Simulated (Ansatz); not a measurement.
**Na3TeF (model cell, started as antiperovskite): relaxing the cell for a phonon run**

Aim: bring Na3TeF (model cell, started as antiperovskite) to small forces and stress, as phonons need.

Calculated with Ansatz 0.2.0; DFT PBEsol, scalar-relativistic, plane waves, PAW; PAW set soft_1.

This is a report of a sequence of runs, with most program output left out.

The structure was built from a prototype and need not be the compound's stable phase.

## (1) Set-up

It takes space group Pm-3m (No. 221, cubic). The conventional cell has a = 4.794 Å, b = 4.794 Å, c = 4.794 Å, α = 90.00°, β = 90.00°, γ = 90.00°. Te has 12 Na at 3.39 Å nearest. Nearest to F lie 6 Na at 2.40 Å. Nearest to Na lie 2 F at 2.40 Å and 4 Te at 3.39 Å and 8 Na at 3.39 Å. Farther neighbours and most contacts between anions are not listed.

## (2) Probe on a coarse mesh

First a cheap look: the gap decides the mesh and the occupations, the pressure tells how far the cell has to move.

input.yaml

```yaml
crystal:
  lattice:
    - [4.794, 0.0, 0.0]
    - [0.0, 4.794, 0.0]
    - [0.0, 0.0, 4.794]
  atoms:
    - { symbol: Te, position: [0.0, 0.0, 0.0] }
    - { symbol: F, position: [0.5, 0.5, 0.5] }
    - { symbol: Na, position: [0.5, 0.5, 0.0] }
    - { symbol: Na, position: [0.5, 0.0, 0.5] }
    - { symbol: Na, position: [0.0, 0.5, 0.5] }
kpoints:
  mp_grid: { grid: [4, 4, 4] }
hamiltonian:
  xc: pbesol
  pseudopotentials: { kind: paw, azcp: { folder: soft_1 }, xc_functional: pbe }
scf:
  occupations: { method: gaussian, width: 0.1 }
output:
  forces: true
  stress: true
  eigenvalues: true
```

The run is started by

```
ansatz run input.yaml --threads 4 --pin off --max-ram 16384MiB --backend cpu --events-out ev --progress --plain --runs-dir out
```

It took 1 s on 4 threads of Arm Neoverse V1, shared host; peak memory 0.37 GiB.

A gap read on the k-mesh alone can miss the band edges.

This step gave:

* pressure: -2.089 GPa
* gap on the k-mesh: 1.856 eV
* volume per atom: 22.04 Å³
* direct gap on mesh: 2.110 eV

The coarse mesh shows a gap of 1.86 eV and a pressure of -2.1 GPa.

## (3) Relaxation

The cell and atoms are relaxed, since residual forces and stress would shift the frequencies.

input.yaml, the sections that differ from step 2:

```yaml
kpoints:
  mp_grid: { grid: [6, 6, 6] }
scf:
  occupations: { method: gaussian, width: 0.02 }
output:
  forces: true
  stress: true
  eigenvalues: true
  write_density: true
  write_potential: true
  elf: true
  volumetric_format: npy
relax:
  adjacent_minimum: "off"
  f_tol: 0.005
  max_steps: 80
  cell: { stress_tol: 0.05 }
# crystal, hamiltonian: as in step 2
```

The job ended after 8.6 s (4 threads; peak memory 0.44 GiB).

The steps of the relaxation:

```csv
step,energy less that of the first step (eV),largest force component (eV/Å),pressure (GPa),volume (Å³)
1,0.0000,0.0000,-2.12,110.18
2,-0.0528,0.0000,-0.91,104.95
3,-0.0636,0.0000,0.13,101.36
4,-0.0635,0.0000,-0.01,101.81
5*,-0.0609,0.0000,-0.06,101.81
6,-0.0610,0.0000,0.00,101.62
7*,-0.0610,0.0000,0.00,101.62
```

Relaxation steps marked * repeat the geometry before them on a plane-wave basis chosen anew for their cell, so energy and pressure can jump there.

Forces are held to the 48 operations that the run works with; a distortion that breaks them can't arise in this run.

| conventional cell, symmetrised | before | after | change |
| --- | --- | --- | --- |
| a (Å) | 4.794 | 4.667 | -2.7 % |
| b (Å) | 4.794 | 4.667 | -2.7 % |
| c (Å) | 4.794 | 4.667 | -2.7 % |
| volume (Å³/atom) | 22.04 | 20.32 | -7.8 % |

This step gave:

| Property | Result |
| --- | --- |
| pressure | -0.002163 GPa |
| gap on the k-mesh | 2.189 eV |
| volume per atom | 20.32 Å³ |
| direct gap on mesh | 2.453 eV |

Valence density in the ac plane at fractional y = 0.500, with atoms of F and Na within 0.2 Å of it. It is the smooth field of the valence electrons, not physical close to the nuclei.

Values in e/Å³, 14 rows by 14 columns, each cell a mean:
```
 0  0  0  0  0  2  9 14  5  1  0  0  0  0
 0  0  0  0  0  0  2  3  1  0  0  0  0  0
 0  0  0  0  0  0  0  0  0  0  0  0  0  0
 0  0  0  0  0  0  0  0  0  0  0  0  0  0
 1  0  0  0  0  0  1  1  1  0  0  0  0  1
 8  3  0  0  0  1  4  6  3  1  0  0  1  5
20  8  1  0  0  2  9 12  6  1  0  0  3 14
14  5  1  0  0  2  6  9  4  1  0  0  2  9
 3  1  0  0  0  1  2  2  1  0  0  0  0  2
 0  0  0  0  0  0  0  0  0  0  0  0  0  0
 0  0  0  0  0  0  0  0  0  0  0  0  0  0
 0  0  0  0  0  0  1  1  0  0  0  0  0  0
 0  0  0  0  0  1  5  8  3  0  0  0  0  0
 0  0  0  0  0  3 14 20  8  1  0  0  0  0
```
Columns run along a (4.7 Å), rows up along c (4.7 Å). Atoms in or near the plane, at fractional coordinates: F at (0.50, 0.50), Na at (0.50, 0.00), Na at (0.00, 0.50).

ELF in the ac plane at fractional y = 0.500, with atoms of F and Na within 0.2 Å of it. It is the smooth field of the valence electrons, not physical close to the nuclei.

Ten even steps from '0' (0.01) to '9' (0.79), each cell a mean:
```
11001665640001
00000356510000
00000001000000
00000233210000
53003799861014
66205999982056
36406986993165
56306998993056
65104899972036
10001466530001
00000000000000
00000134200000
10000566630001
11001653650001
```
Columns run along a (4.7 Å), rows up along c (4.7 Å). Atoms in or near the plane, at fractional coordinates: F at (0.50, 0.50), Na at (0.50, 0.00), Na at (0.00, 0.50).

Electrostatic potential energy in the ac plane at fractional y = 0.500, with atoms of F and Na within 0.2 Å of it. With pseudopotentials it is smooth inside the atoms' cores, unlike the true potential.

Values in eV, 14 rows by 14 columns, each cell a mean:
```
  9   9   8   6   2 -19 -61 -72 -44  -6   4   7   8   9
  8   8   8   7   4  -2 -18 -26 -11   2   5   7   8   8
  7   7   7   7   6   5   3   2   3   5   7   7   7   7
  4   5   6   7   7   7   7   7   7   7   7   7   5   4
-10  -3   3   6   8   7   1  -3   4   8   7   5   2  -6
-56 -30  -3   5   7  -3 -25 -31 -17   4   7   3 -11 -44
-80 -56 -10   5   6 -15 -39 -42 -31  -3   7   2 -26 -72
-72 -44  -6   5   7  -9 -33 -39 -25   1   7   3 -18 -61
-26 -11   2   6   8   5  -9 -15  -3   7   7   5  -2 -19
  1   3   5   7   8   8   7   6   7   8   7   6   4   2
  6   6   7   7   7   6   5   5   5   6   7   7   7   6
  8   8   8   7   5   2  -6 -10  -3   3   6   7   8   8
  9   9   8   6   3 -11 -44 -56 -30  -3   5   7   8   9
  9   9   8   6   1 -26 -72 -80 -56 -10   4   7   8   9
```
Columns run along a (4.7 Å; values clipped at the 3rd and 97th percentile), rows up along c (4.7 Å). Atoms in or near the plane, at fractional coordinates: F at (0.50, 0.50), Na at (0.50, 0.00), Na at (0.00, 0.50).

In this step the volume went from 22.04 to 20.32 Å³/atom.

## (4) Tight relaxation

Phonons need a cell at rest on their own settings, so the relaxation is repeated with tight tolerances on forces and stress, using the mesh and the filling of the phonon run that follows.

input.yaml

```yaml
crystal:
  lattice:
    - [4.6665272377, 0.0, 0.0]
    - [0.0, 4.6665272377, 0.0]
    - [0.0, 0.0, 4.6665272377]
  atoms:
    - { symbol: Te, position: [0.0, 0.0, 0.0] }
    - { symbol: F, position: [0.5, 0.5, 0.5] }
    - { symbol: Na, position: [0.5, 0.5, 0.0] }
    - { symbol: Na, position: [0.5, 0.0, 0.5] }
    - { symbol: Na, position: [0.0, 0.5, 0.5] }
kpoints:
  mp_grid: { grid: [8, 8, 8] }
hamiltonian:
  xc: pbesol
  pseudopotentials: { kind: paw, azcp: { folder: soft_1 }, xc_functional: pbe }
scf:
  occupations: { method: fixed }
output:
  forces: true
  stress: true
  eigenvalues: true
relax:
  adjacent_minimum: "off"
  f_tol: 0.001
  max_steps: 60
  cell: { stress_tol: 0.01 }
```

It took 4 s on 4 threads; peak memory 0.43 GiB; 15 s of CPU time.

Little changed from the start: no atom moved by 0.005 Å and no cell edge by 0.1 %.

Numbers from this step:

```
pressure           : -0.004819 GPa
direct gap on mesh : 2.454 eV
```

The forces vanish by symmetry and the pressure is -0.005 GPa, within the tolerances set. The cell now holds 20.32 Å³/atom.

## (5) Summary of results

```json
{
 "space group after relaxation (within 0.01 Å)": "Pm-3m",
 "lattice constant a": "4.667 Å",
 "lattice constant b": "4.667 Å",
 "lattice constant c": "4.667 Å",
 "volume per atom": "20.3 Å³",
 "gap on the k-mesh": "2.19 eV"
}
```

What this shows: The forces vanish by symmetry and the pressure is -0.005 GPa, within the tolerances set. The cell now holds 20.32 Å³/atom. The relaxation keeps the symmetry of its start, so it says nothing on stability against lower symmetry. Spin-orbit coupling is left out, which can matter for the heavy elements here. The PAW files were made for PBE and serve the other functionals too. The starting cell was built on a prototype and not taken from a measurement, so the phase need not exist.

[Logs are printed without paths, hosts, clocks, repeated set-up lines and the standing remarks that a program may print on its own settings, such as how far it seeks lower states.]

[Hosts, paths, dates, database ids (printed as entryN), source tags and the programs' standing remarks are cut or masked in the printed files.]
